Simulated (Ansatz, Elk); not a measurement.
**How far do independent atoms describe NaCu?**

The structure of NaCu used here is made up (a known structure type with other elements) and was relaxed beforehand with PBEsol. The aim is the Fourier transform of its all-electron density, F(hkl), set beside the sum over free spherical atoms that refinements use.

Calculated with Elk 11.2.3 (patched build); DFT, PBE, all-electron APW+lo, Dirac cores, scalar-relativistic bands, static density, no spin.

The structure was built from a prototype and need not be the compound's stable phase.

### Step 1. The starting structure

The structure is orthorhombic, space group Pnma (No. 62). Conventional cell: a = 7.706 Å, b = 3.998 Å, c = 5.629 Å, α = 90.00°, β = 90.00°, γ = 90.00°. Nearest to Cu lie 2 Cu at 2.31 Å and 7 Na at 2.95 to 3.09 Å. Nearest to Na lie 7 Cu at 2.95 to 3.09 Å. Farther neighbours are not listed.

### Step 2. Ground state and structure factors

An all-electron density is needed, since X-rays see the cores too. Task 0 finds the density and task 195 Fourier-transforms it; tshift is off so that phases refer to the origin typed.

Input file elk.in:

```
tasks
  0
  195

xctype
  20

spinpol
  .false.

rgkmax
  7.0

gmaxvr
  14.0

lmaxo
  7

lmaxapw
  8

swidth
  0.002

tshift
  .false.

ramdisk
  .false.

hmaxvr
  5.5

maxscl
  120

epspot
  1e-06

sppath
  './'

avec
  14.56190605914 0.00000000000 0.00000000000
  0.00000000000 7.55442282005 0.00000000000
  0.00000000000 0.00000000000 10.63701157030

atoms
  2
  'Cu.in'
  4
  0.4725441127 0.7500000000 0.5957191411   0.000000 0.000000 0.000000
  0.9725441127 0.7500000000 0.9042808589   0.000000 0.000000 0.000000
  0.5274558873 0.2500000000 0.4042808589   0.000000 0.000000 0.000000
  0.0274558873 0.2500000000 0.0957191411   0.000000 0.000000 0.000000
  'Na.in'
  4
  0.3254477247 0.7500000000 0.1072732075   0.000000 0.000000 0.000000
  0.8254477247 0.7500000000 0.3927267925   0.000000 0.000000 0.000000
  0.6745522753 0.2500000000 0.8927267925   0.000000 0.000000 0.000000
  0.1745522753 0.2500000000 0.6072732075   0.000000 0.000000 0.000000

ngridk
  3 6 4
```

On the command line:

```bash
> OMP_NUM_THREADS=4 elk
```

Numbers of over 12 decimals in the logs are rounded to 6 here.

Output:

```text
┌─────────────────────────┐
│ Elk code version 11.2.3 │
└─────────────────────────┘

All units are atomic (Hartree, Bohr, etc.)

┌─────────────────────────────────────────────────┐
│ Ground-state run starting from atomic densities │
└─────────────────────────────────────────────────┘

Lattice vectors :
   14.56190606       0.000000000       0.000000000
   0.000000000       7.554422820       0.000000000
   0.000000000       0.000000000       10.63701157

Reciprocal lattice vectors :
  0.4314809670       0.000000000       0.000000000
   0.000000000      0.8317227480       0.000000000
   0.000000000       0.000000000      0.5906908407

Unit cell volume      :    1170.143556
Brillouin zone volume :   0.2119827197

Muffin-tin inner radius fraction :   0.1000000000E-01

Nuclei treated as point charges

Species : 1 (Cu)
 parameters loaded from : Cu.in
 name : copper
 nuclear charge    :   -29.00000000
 electronic charge :    29.00000000
 atomic mass :    115837.2717
 muffin-tin radius :    2.157507915
 number of radial points in muffin-tin :    993
 inner part over the whole radius :   0.9892610424E-02
 number on inner part of muffin-tin    :    699
 approximate nuclear radius :   0.7406004541E-04
 number of mesh points to nuclear radius :    338
 atomic positions (lattice), magnetic fields (Cartesian) :
  1 :   0.47254411 -0.25000000 -0.40428086    0.00000000  0.00000000  0.00000000
  2 :  -0.02745589 -0.25000000 -0.09571914    0.00000000  0.00000000  0.00000000
  3 :  -0.47254411  0.25000000  0.40428086    0.00000000  0.00000000  0.00000000
  4 :   0.02745589  0.25000000  0.09571914    0.00000000  0.00000000  0.00000000

Species : 2 (Na)
 parameters loaded from : Na.in
 name : sodium
 nuclear charge    :   -11.00000000
 electronic charge :    11.00000000
 atomic mass :    41907.78703
 muffin-tin radius :    2.200000000
 number of radial points in muffin-tin :    793
 inner part over the whole radius :   0.9883648912E-02
 number on inner part of muffin-tin    :    551
 approximate nuclear radius :   0.5574345702E-04
 number of mesh points to nuclear radius :    238
 atomic positions (lattice), magnetic fields (Cartesian) :
  1 :   0.32544772 -0.25000000  0.10727321    0.00000000  0.00000000  0.00000000
  2 :  -0.17455228 -0.25000000  0.39272679    0.00000000  0.00000000  0.00000000
  3 :  -0.32544772  0.25000000 -0.10727321    0.00000000  0.00000000  0.00000000
  4 :   0.17455228  0.25000000 -0.39272679    0.00000000  0.00000000  0.00000000

Total number of atoms per unit cell :    8
Total muffin-tin volume :    346.6786032
 ratio of muffin-tin to unit cell volume :   0.2962701469

Spin treatment :
 spin-unpolarised

Number of Bravais lattice symmetries :    8
Number of crystal symmetries         :    8
Crystal has inversion symmetry
Real symmetric eigensolver will be used

k-point grid :      3     6     4
k-point offset :    0.000000000       0.000000000       0.000000000
k-point set is reduced with full crystal symmetry group
Total number of k-points :       24

Muffin-tin radius times maximum |G+k| :    7.000000000
 using average radius
Maximum |G+k| for APW functions       :    3.212845570
Maximum (1/2)|G+k|²                   :    5.161188328
Maximum |G| for potential and density :    14.00000000
Constant for pseudocharge density :    8
 order of it for each species :   15  15
 order of it for pair densities of each species (exact exchange by exxq0 0: 16) :    9  10
Radial integration step length :    1

G-vector grid sizes :     70    35    48
Number of G-vectors :    54251

Maximum angular momentum used for
 APW functions            :    8
 outer part of muffin-tin :    7
 inner part of muffin-tin :    2

Total nuclear charge    :   -160.0000000
Total core charge       :    56.00000000
Total valence charge    :    104.0000000
Total excess charge     :    0.000000000
Total electronic charge :    160.0000000

Effective Wigner radius, rₛ :    1.204139633

Number of empty states         :     32
Total number of valence states :     85
[...]
Madelung                    :     -8733.6307447741
 xc potential                :     -367.90595803062
 exchange                    :     -318.06052677094
 correlation                 :     -7.051263
 electron entropic           :    -0.16741897645575E-02
 total energy                :     -7270.1609155794

Density of states at Fermi energy :    129.6248379
 (states/Hartree/unit cell)

Estimated indirect band gap :   0.1898019719E-02
 from k-point 13 to k-point 19
Estimated direct band gap   :   0.3454121173E-02
 at k-point 14

Charges :
 core                        :    56.00000000
 valence                     :    104.0000000
 interstitial                :    10.53630020
 muffin-tins (core leakage)
  species : 1 (Cu)
[...]
species : 2 (Na)
[...]
total in muffin-tins        :    149.4636998
 total calculated charge     :    159.9974141
 total charge                :    160.0000000
 error                       :   0.2585901521E-02

RMS change in Kohn-Sham potential (target) :   0.7451020656     (  0.1000000000E-05)
Absolute change in total energy (target)   :    1.166963368     (  0.1000000000E-03)

[... loops 3 to 15 left out ...]

┌──────────────────┐
│ Loop number : 16 │
└──────────────────┘

Energies :
 Fermi                       :     0.73475345718694E-01
 sum of occupied eigenvalues :     -4144.9304837705
 electron kinetic            :      7383.6676674171
 core electron kinetic       :      6446.1295093594
 Coulomb                     :     -14325.422517195
 Coulomb potential           :     -11102.963616480
 nuclear-nuclear             :     -882.38369049544
 electron-nuclear            :     -15804.385135727
 Hartree                     :      2361.3463090266
 Madelung                    :     -8773.9407089552
 xc potential                :     -425.63453470709
 exchange                    :     -320.88693920092
 correlation                 :     -7.081382
 electron entropic           :    -0.14129809774054E-02
 total energy                :     -7269.7245840930

Density of states at Fermi energy :    112.5182510
 (states/Hartree/unit cell)

Estimated indirect band gap :   0.4676446005E-03
 from k-point 14 to k-point 6
Estimated direct band gap   :   0.1824505993E-02
 at k-point 13

Charges :
 core                        :    56.00000000
 valence                     :    104.0000000
 interstitial                :    8.998998580
 muffin-tins (core leakage)
  species : 1 (Cu)
[...]
species : 2 (Na)
[...]
total in muffin-tins        :    151.0010014
 total calculated charge     :    159.9976206
 total charge                :    160.0000000
 error                       :   0.2379421887E-02

RMS change in Kohn-Sham potential (target) :   0.7768103746E-06 (  0.1000000000E-05)
Absolute change in total energy (target)   :   0.2454052083E-04 (  0.1000000000E-03)

Convergence targets achieved

┌──────────────────┐
│ Loop number : 17 │
└──────────────────┘

Energies :
 Fermi                       :     0.73475880321723E-01
 sum of occupied eigenvalues :     -4144.9304036569
 electron kinetic            :      7383.6677216603
 core electron kinetic       :      6446.1295309919
 Coulomb                     :     -14325.422500622
 Coulomb potential           :     -11102.963640945
 nuclear-nuclear             :     -882.38369049544
 electron-nuclear            :     -15804.385076177
 Hartree                     :      2361.3462660506
 Madelung                    :     -8773.9406801494
 xc potential                :     -425.63448437239
 exchange                    :     -320.88693696230
 correlation                 :     -7.081382
 electron entropic           :    -0.14129806820919E-02
 total energy                :     -7269.7245109374

Density of states at Fermi energy :    112.5182325
 (states/Hartree/unit cell)

Estimated indirect band gap :   0.4676584433E-03
 from k-point 14 to k-point 6
Estimated direct band gap   :   0.1824492618E-02
 at k-point 13

Charges :
 core                        :    56.00000000
 valence                     :    104.0000000
 interstitial                :    8.998999260
 muffin-tins (core leakage)
  species : 1 (Cu)
[...]
species : 2 (Na)
[...]
atom 2                    :    10.06879161     ( -0.9715865357E-07)
   atom 3                    :    10.06879161     ( -0.9715865357E-07)
   atom 4                    :    10.06879161     ( -0.9715865357E-07)
 total in muffin-tins        :    151.0010007
 total calculated charge     :    159.9976206
 total charge                :    160.0000000
 error                       :   0.2379422836E-02

┌──────────────────────────────┐
│ Self-consistent loop stopped │
└──────────────────────────────┘

Warning : core states of species 1 leak from the muffin-tin :   0.6095964828E-03

Wrote STATE.OUT
```

Run time: 66 s. Hardware: 4 threads of AMD EPYC 7B13 (Zen 3), shared host; peak memory 0.33 GiB.

SFACRHO.OUT:

```text

h k l indices transformed by vhmat matrix:
   1.000000000       0.000000000       0.000000000    
   0.000000000       1.000000000       0.000000000    
   0.000000000       0.000000000       1.000000000    

      h      k      l  multipl.   |H|            Re(F)            Im(F)           |F|

      0      0      0      1   0.0000000       160.00000     -0.53127670E-16   160.00000    
      1      0      0      2  0.43148097      0.30448132E-14 -0.31463070E-13  0.31610057E-13
      0      0      1      2  0.59069084     -0.28418257E-13 -0.10149377E-14  0.28436375E-13
     -1      0     -1      2  0.73149948       73.281147      0.50746887E-14   73.281147    
     -1      0      1      2  0.73149948       73.281147      -0.0000000       73.281147    
      0      1      0      2  0.83172275     -0.21747346E-13  -0.0000000      0.21747346E-13
      2      0      0      2  0.86296193       76.227830     -0.10149377E-13   76.227830    
      1      1      0      2  0.93698375      0.19283817E-13  -0.0000000      0.19283817E-13
      1     -1      0      2  0.93698375     -0.11164315E-13  -0.0000000      0.11164315E-13
      0     -1     -1      2   1.0201365      -34.347291     -0.30448132E-14   34.347291    
      0     -1      1      2   1.0201365       34.347291      0.10149377E-14   34.347291    
      2      0      1      2   1.0457624      -1.0062690     -0.44403526E-13   1.0062690    
      2      0     -1      2   1.0457624       1.0062690     -0.57851452E-13   1.0062690    
      1      1      1      2   1.1076345       10.505563      0.13701660E-13   10.505563    
      1      1     -1      2   1.1076345       10.505563     -0.12179253E-13   10.505563    
     -1      1      1      2   1.1076345      -10.505563     -0.81195020E-14   10.505563    
      1     -1      1      2   1.1076345      -10.505563     -0.10149377E-13   10.505563    
      0      0      2      2   1.1813817       42.350934      0.20298755E-14   42.350934
```

Elk indexes on the primitive cell of elk.in and gives |H| = 4π sin θ/λ in inverse bohr. Below, one row stands for each form hkl of the conventional cell (m members, Friedel mates merged), F is for one primitive cell and the density is static (no thermal factor). Free-atom factors are Waasmaier and Kirfel's, and R is Σm||F|−|F'||/Σm|F|.

```csv
hkl,m,sin θ/λ (Å⁻¹),"abs F, DFT",neutral atoms,diff.
100,2,0.065,0.000,0.000,+0.000
001,2,0.089,0.000,0.000,+0.000
101,4,0.110,73.281,73.252,+0.029
010,2,0.125,0.000,0.000,+0.000
200,2,0.130,76.228,76.468,-0.240
110,4,0.141,0.000,0.000,+0.000
011,4,0.153,34.347,34.715,-0.367
201,4,0.157,1.006,1.118,-0.111
111,8,0.167,10.506,10.442,+0.064
002,2,0.178,42.351,42.688,-0.337
210,4,0.180,60.299,60.807,-0.508
102,4,0.189,44.464,44.805,-0.341
300,2,0.195,0.000,0.000,+0.000
211,8,0.201,61.430,62.187,-0.757
301,4,0.214,90.162,91.167,-1.005
012,4,0.217,0.000,0.000,+0.000
202,4,0.220,26.381,26.722,-0.341
112,8,0.227,95.797,97.106,-1.309
```

### Step 3. The highest occupied states alone

An energy window below the Fermi level keeps the highest occupied states, to see at which angles they scatter; shallow core shells can lie inside it and anion s states outside. No new self-consistency is needed.

elk.in: that of step 2 with these lines changed.

```diff
@@ -1,3 +1,2 @@
 tasks
-  0
   195
@@ -40,2 +39,5 @@
 
+wsfac
+  -0.477760 0.373480
+
 sppath
```

On the command line:

```bash
> OMP_NUM_THREADS=4 elk
```

Output:

```text
┌─────────────────────────────────┐
│ Elk code version 11.2.3 started │
└─────────────────────────────────┘

Info(readinput): the functional depends on the density's gradient
 muffin-tin radial points multiplied by    2.00000
 (not where nrmtscf is given)

┌────────────────────┐
│ Current task : 195 │
└────────────────────┘
Info(checkmt): changed muffin-tin radius of species 1 (Cu) from   2.4000 to   2.1575

Info(sfacrho): density structure factors written to SFACRHO.OUT

 Energy window :  -0.4777600000      0.3734800000

┌──────────────────┐
│ Elk code stopped │
└──────────────────┘
```

The job ended after 15 s (4 threads; peak memory 0.22 GiB; 18 s of CPU time).

States within 15 eV below the Fermi level hold 48.00 electrons; any levels below the window count with the cores. Their amplitudes can exceed the total, where window and core parts have opposite phase:

```csv
hkl,sin θ/λ (Å⁻¹),"abs F, window","abs F, all"
100,0.065,0.000,0.000
001,0.089,0.000,0.000
101,0.110,29.831,73.281
010,0.125,0.000,0.000
200,0.130,32.502,76.228
110,0.141,0.000,0.000
011,0.153,18.016,34.347
201,0.157,6.007,1.006
111,0.167,4.324,10.506
002,0.178,10.576,42.351
```

### Step 4. Another functional

The difference from free atoms is small, so it is set against the change that PBEsol makes.

elk.in: that of step 3 with these lines changed.

```diff
@@ -1,2 +1,3 @@
 tasks
+  0
   195
@@ -4,3 +5,3 @@
 xctype
-  20
+  22
 
@@ -39,5 +40,2 @@
 
-wsfac
-  -0.477760 0.373480
-
 sppath
```

On the command line:

```bash
> OMP_NUM_THREADS=4 elk
```

Output:

```text
┌─────────────────────────┐
│ Elk code version 11.2.3 │
└─────────────────────────┘

All units are atomic (Hartree, Bohr, etc.)

┌─────────────────────────────────────────────────┐
│ Ground-state run starting from atomic densities │
└─────────────────────────────────────────────────┘

Lattice vectors :
   14.56190606       0.000000000       0.000000000
   0.000000000       7.554422820       0.000000000
   0.000000000       0.000000000       10.63701157

Reciprocal lattice vectors :
  0.4314809670       0.000000000       0.000000000
[...]
muffin-tins (core leakage)
  species : 1 (Cu)
[...]
species : 2 (Na)
[...]
atom 3                    :    10.06696681     ( -0.9715865712E-07)
   atom 4                    :    10.06696681     ( -0.9715865712E-07)
 total in muffin-tins        :    150.9829785
 total calculated charge     :    159.9975849
 total charge                :    160.0000000
 error                       :   0.2415129208E-02

┌──────────────────────────────┐
│ Self-consistent loop stopped │
└──────────────────────────────┘

Warning : core states of species 1 leak from the muffin-tin :   0.6203948147E-03

Wrote STATE.OUT
[key lines of the parts left out:]
total energy                :     -7262.7964397674
```

It took 67 s on 4 threads; peak memory 0.33 GiB.

Against the first run R = 0.04 %; the largest change is -0.044 at 020.

### Step 5. Basis size

The basis and the expansions that go with it are enlarged, to see whether the differences are converged.

elk.in: that of step 4 with these lines changed.

```diff
@@ -5,3 +5,3 @@
 xctype
-  22
+  20
 
@@ -11,12 +11,12 @@
 rgkmax
-  7.0
+  8.5
 
 gmaxvr
-  14.0
+  18.0
 
 lmaxo
-  7
+  9
 
 lmaxapw
-  8
+  10
```

On the command line:

```bash
> OMP_NUM_THREADS=4 elk
```

Output:

```text
┌─────────────────────────┐
│ Elk code version 11.2.3 │
└─────────────────────────┘

All units are atomic (Hartree, Bohr, etc.)

┌─────────────────────────────────────────────────┐
│ Ground-state run starting from atomic densities │
└─────────────────────────────────────────────────┘

Lattice vectors :
   14.56190606       0.000000000       0.000000000
   0.000000000       7.554422820       0.000000000
   0.000000000       0.000000000       10.63701157

Reciprocal lattice vectors :
  0.4314809670       0.000000000       0.000000000
[...]
muffin-tins (core leakage)
  species : 1 (Cu)
[...]
species : 2 (Na)
[...]
atom 3                    :    10.07025429     ( -0.9715865401E-07)
   atom 4                    :    10.07025429     ( -0.9715865401E-07)
 total in muffin-tins        :    151.0606279
 total calculated charge     :    159.9975460
 total charge                :    160.0000000
 error                       :   0.2454001153E-02

┌──────────────────────────────┐
│ Self-consistent loop stopped │
└──────────────────────────────┘

Warning : core states of species 1 leak from the muffin-tin :   0.6107993346E-03

Wrote STATE.OUT
[key lines of the parts left out:]
total energy                :     -7269.7768472343
```

Elapsed: 3 min, on 4 threads; peak memory 0.74 GiB.

Against the first run R = 0.02 %; the largest change is -0.025 at 305.

### Step 6. Settings against the effect

```csv
run,R against the first run (%),"R against neutral atoms, low angle (%)",wall time
"PBE, rgkmax 7",0.00,1.30,66 s
PBEsol,0.04,1.32,67 s
rgkmax 8.5 with larger expansions,0.02,1.28,3 min
```

### Step 7. What came out

| Item | Value |
| --- | --- |
| R against neutral atoms, sin θ/λ < 0.3 Å⁻¹ | 1.30 % |
| R against neutral atoms, 0.3 to 0.53 Å⁻¹ | 0.37 % |

**Reading.** Independent neutral atoms miss the calculated amplitudes by R = 1.30 % below 0.3 Å⁻¹ and 0.37 % from there to 0.53 Å⁻¹; by shells, 0.13 % below 0.15 Å⁻¹ (2 forms), 1.41 % 0.15 to 0.3 (24 forms), 0.52 % 0.3 to 0.45 (53 forms), 0.13 % above 0.45 (41 forms). Bonding, aspherical density and the tables' own atoms all enter these figures, and the runs don't part them. The largest change of an amplitude is -1.42 electrons, at 020. The window's part falls from 48.0 electrons at the origin to at most 9.56 between 0.45 and 0.53 Å⁻¹, where compact states inside the window still scatter. Below 0.3 Å⁻¹ the changes that finished (PBEsol and rgkmax 8.5 with larger expansions) move F by R = 0.03 % at most, against the 1.30 % that separates it from free atoms. The k-mesh has no finished test. These runs have no spin, though d or f shells may be open. Part of the difference isn't bonding: the tables are fits to free atoms and ions calculated by other methods than this functional. Thermal motion, anomalous dispersion and extinction are left out.

[Logs are printed without paths, hosts, clocks, repeated set-up lines and the standing remarks that a program may print on its own settings, such as how far it seeks lower states.]

[Hosts, paths, dates, database ids (printed as entryN), source tags and the programs' standing remarks are cut or masked in the printed files.]
